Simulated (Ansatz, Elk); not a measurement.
## How far do independent atoms describe Mg3As?

Structure refinements treat a crystal as free atoms side by side. For a made-up structure of Mg3As (cell and positions from a r2SCAN relaxation) the runs below show what the calculated density changes in F(hkl).

Main program and level: Elk 11.2.3 (patched build); DFT, PBE, all-electron APW+lo, Dirac cores, scalar-relativistic bands, static density, no spin.

This account leaves out most program logs.

The structure was built from a prototype and need not be the compound's stable phase.

**1. Set-up**

It takes space group Pm-3m (No. 221, cubic). Conventional cell: a = 4.314 Å, b = 4.314 Å, c = 4.314 Å, α = 90.00°, β = 90.00°, γ = 90.00°. As has 12 Mg at 3.05 Å nearest. Nearest to Mg lie 4 As at 3.05 Å and 8 Mg at 3.05 Å. Farther neighbours are not listed.

**2. Ground state and structure factors**

An all-electron density is needed, since X-rays see the cores too. Task 0 finds the density and task 195 Fourier-transforms it; tshift is off so that phases refer to the origin typed.

elk.in

```
tasks
  0
  195

xctype
  20

spinpol
  .false.

rgkmax
  7.0

gmaxvr
  14.0

lmaxo
  7

lmaxapw
  8

swidth
  0.002

tshift
  .false.

ramdisk
  .false.

hmaxvr
  5.5

maxscl
  120

epspot
  1e-06

sppath
  './'

avec
  8.15186863919 0.00000000000 0.00000000000
  0.00000000000 8.15186863919 0.00000000000
  0.00000000000 0.00000000000 8.15186863919

atoms
  2
  'As.in'
  1
  -0.0000000000 0.0000000000 0.0000000000   0.000000 0.000000 0.000000
  'Mg.in'
  3
  0.0000000000 0.5000000000 0.5000000000   0.000000 0.000000 0.000000
  0.5000000000 -0.0000000000 0.5000000000   0.000000 0.000000 0.000000
  0.5000000000 0.5000000000 0.0000000000   0.000000 0.000000 0.000000

ngridk
  5 5 5
```

On the command line:

```
$ OMP_NUM_THREADS=4 elk
```

Run time: 12 s. Hardware: 4 threads of Intel Xeon Platinum 8488C (Sapphire Rapids), shared host; peak memory 0.17 GiB; 24 s of CPU time.

SFACRHO.OUT:

```text

h k l indices transformed by vhmat matrix:
   1.000000000       0.000000000       0.000000000    
   0.000000000       1.000000000       0.000000000    
   0.000000000       0.000000000       1.000000000    

      h      k      l  multipl.   |H|            Re(F)            Im(F)           |F|

      0      0      0      1   0.0000000       68.999999      0.25510073E-16   68.999999    
      0      1      0      6  0.77076626       19.746199      0.24108736E-14   19.746199    
      0     -1      1     12   1.0900281       18.646242     -0.12538238E-15   18.646242    
      1     -1     -1      8   1.3350063       52.138818      0.20312302E-14   52.138818    
     -2      0      0      6   1.5415325       49.689367      0.40986363E-14   49.689367    
     -1      0     -2     24   1.7234858       16.023196     -0.18658272E-14   16.023196    
     -2      1      1     24   1.8879840       15.516115     -0.37450567E-14   15.516115    
     -2      2      0     12   2.1800562       43.068182      0.54435687E-16   43.068182    
     -2     -1      2     24   2.3122988       14.360544     -0.17696907E-14   14.360544    
      3      0      0      6   2.3122988       14.347239     -0.19318758E-13   14.347239    
     -3      0     -1     24   2.4373769       14.023848      0.74399690E-16   14.023848    
     -3     -1      1     24   2.5563425       39.255897     -0.17936757E-13   39.255897    
      2      2      2      8   2.6700126       38.147702     -0.90656459E-14   38.147702    
      0     -2     -3     24   2.7790373       13.194757      0.16807507E-13   13.194757    
     -2      3      1     48   2.8839433       12.945200     -0.28476429E-14   12.945200    
      0      0      4      6   3.0830650       34.196908     -0.52118790E-14   34.196908    
      0      4     -1     24   3.1779507       12.256785     -0.11934597E-14   12.256785    
      3      2      2     24   3.1779507       12.262644     -0.14839849E-13   12.262644
```

Elk indexes on the primitive cell of elk.in and gives |H| = 4π sin θ/λ in inverse bohr. Below, one row stands for each form hkl of the conventional cell (m members, Friedel mates merged), F is for one primitive cell and the density is static (no thermal factor). Free-atom factors are Waasmaier and Kirfel's, and R is Σm||F|−|F'||/Σm|F|.

```
hkl   m  sin θ/λ (Å⁻¹)  abs F, DFT  neutral atoms   diff.
100   6          0.116      19.746         19.661  +0.085
110  12          0.164      18.646         18.428  +0.218
111   8          0.201      52.139         52.375  -0.236
200   6          0.232      49.689         49.966  -0.276
210  24          0.259      16.023         16.119  -0.095
211  24          0.284      15.516         15.609  -0.093
220  12          0.328      43.068         43.149  -0.081
221  24          0.348      14.361         14.413  -0.053
300   6          0.348      14.347         14.413  -0.066
310  24          0.366      14.024         14.085  -0.061
311  24          0.384      39.256         39.331  -0.075
222   8          0.402      38.148         38.205  -0.057
320  24          0.418      13.195         13.228  -0.033
321  48          0.434      12.945         12.975  -0.030
400   6          0.464      34.197         34.263  -0.066
410  24          0.478      12.257         12.285  -0.028
322  24          0.478      12.263         12.285  -0.023
330  12          0.492      12.048         12.074  -0.026
```

**3. The highest occupied states alone**

An energy window below the Fermi level keeps the highest occupied states, to see at which angles they scatter; shallow core shells can lie inside it and anion s states outside. No new self-consistency is needed.

elk.in, as its differences from that of step 2:

```diff
@@ -1,3 +1,2 @@
 tasks
-  0
   195
@@ -40,2 +39,5 @@
 
+wsfac
+  -0.241710 0.499280
+
 sppath
```

On the command line:

```
$ OMP_NUM_THREADS=4 elk
```

The job ended after 4.5 s (4 threads; peak memory 0.17 GiB).

States within 12 eV below the Fermi level hold 11.00 electrons; any levels below the window count with the cores. Their amplitudes can exceed the total, where window and core parts have opposite phase:

```
hkl  sin θ/λ (Å⁻¹)  abs F, window  abs F, all
100          0.116          2.210      19.746
110          0.164          1.551      18.646
111          0.201          0.642      52.139
200          0.232          0.073      49.689
210          0.259          0.135      16.023
211          0.284          0.004      15.516
220          0.328          0.138      43.068
221          0.348          0.146      14.361
300          0.348          0.159      14.347
310          0.366          0.172      14.024
```

**4. Another functional**

The difference from free atoms is small, so it is set against the change that PBEsol makes.

elk.in, as its differences from that of step 3:

```diff
@@ -1,2 +1,3 @@
 tasks
+  0
   195
@@ -4,3 +5,3 @@
 xctype
-  20
+  22
 
@@ -39,5 +40,2 @@
 
-wsfac
-  -0.241710 0.499280
-
 sppath
```

On the command line:

```
$ OMP_NUM_THREADS=4 elk
```

Run time: 12 s. Hardware: 4 threads; peak memory 0.17 GiB; 24 s of CPU time.

Against the first run R = 0.04 %; the largest change is -0.023 at 400.

**5. Basis size**

A smaller basis shows how fast F responds to it; the change is likely larger than the basis error of the first run, but doesn't show convergence.

elk.in, as its differences from that of step 4:

```diff
@@ -5,3 +5,3 @@
 xctype
-  22
+  20
 
@@ -11,3 +11,3 @@
 rgkmax
-  7.0
+  5.5
```

On the command line:

```
$ OMP_NUM_THREADS=4 elk
```

It took 12 s on 4 threads; peak memory 0.17 GiB; 22 s of CPU time.

Against the first run R = 0.01 %; the largest change is +0.018 at 311.

**6. Basis size**

The basis and the expansions that go with it are enlarged, to see whether the differences are converged.

elk.in, as its differences from that of step 5:

```diff
@@ -11,12 +11,12 @@
 rgkmax
-  5.5
+  8.5
 
 gmaxvr
-  14.0
+  18.0
 
 lmaxo
-  7
+  9
 
 lmaxapw
-  8
+  10
```

On the command line:

```
$ OMP_NUM_THREADS=4 elk
```

It took 31 s on 4 threads; peak memory 0.29 GiB.

Against the first run R = 0.00 %; the largest change is -0.003 at 400.

**7. Settings against the effect**

```
                              run  R against the first run (%)  R against neutral atoms, low angle (%)  wall time
                    PBE, rgkmax 7                         0.00                                    0.62       12 s
                           PBEsol                         0.04                                    0.62       12 s
                       rgkmax 5.5                         0.01                                    0.62       12 s
rgkmax 8.5 with larger expansions                         0.00                                    0.62       31 s
```

**8. What came out**

```
R against neutral atoms, sin θ/λ < 0.3 Å⁻¹ : 0.62 %
R against neutral atoms, 0.3 to 0.82 Å⁻¹   : 0.20 %
```

In words: Independent neutral atoms miss the calculated amplitudes by R = 0.62 % below 0.3 Å⁻¹ and 0.20 % from there to 0.82 Å⁻¹; by shells, 0.43 % below 0.15 Å⁻¹ (1 form), 0.63 % 0.15 to 0.3 (5 forms), 0.25 % 0.3 to 0.45 (8 forms), 0.19 % above 0.45 (46 forms). Bonding, aspherical density and the tables' own atoms all enter these figures, and the runs don't part them. The largest change of an amplitude is -0.28 electrons, at 200. The window's part falls from 11.0 electrons at the origin to at most 0.18 between 0.45 and 0.82 Å⁻¹. Below 0.3 Å⁻¹ the changes that finished (PBEsol, rgkmax 5.5 and rgkmax 8.5 with larger expansions) move F by R = 0.02 % at most, against the 0.62 % that separates it from free atoms. The k-mesh has no finished test. Part of the difference isn't bonding: the tables are fits to free atoms and ions calculated by other methods than this functional. Thermal motion, anomalous dispersion and extinction are left out.

[Logs are printed without paths, hosts, clocks, repeated set-up lines and the standing remarks that a program may print on its own settings, such as how far it seeks lower states.]

[Hosts, paths, dates, database ids (printed as entryN), source tags and the programs' standing remarks are cut or masked in the printed files.]
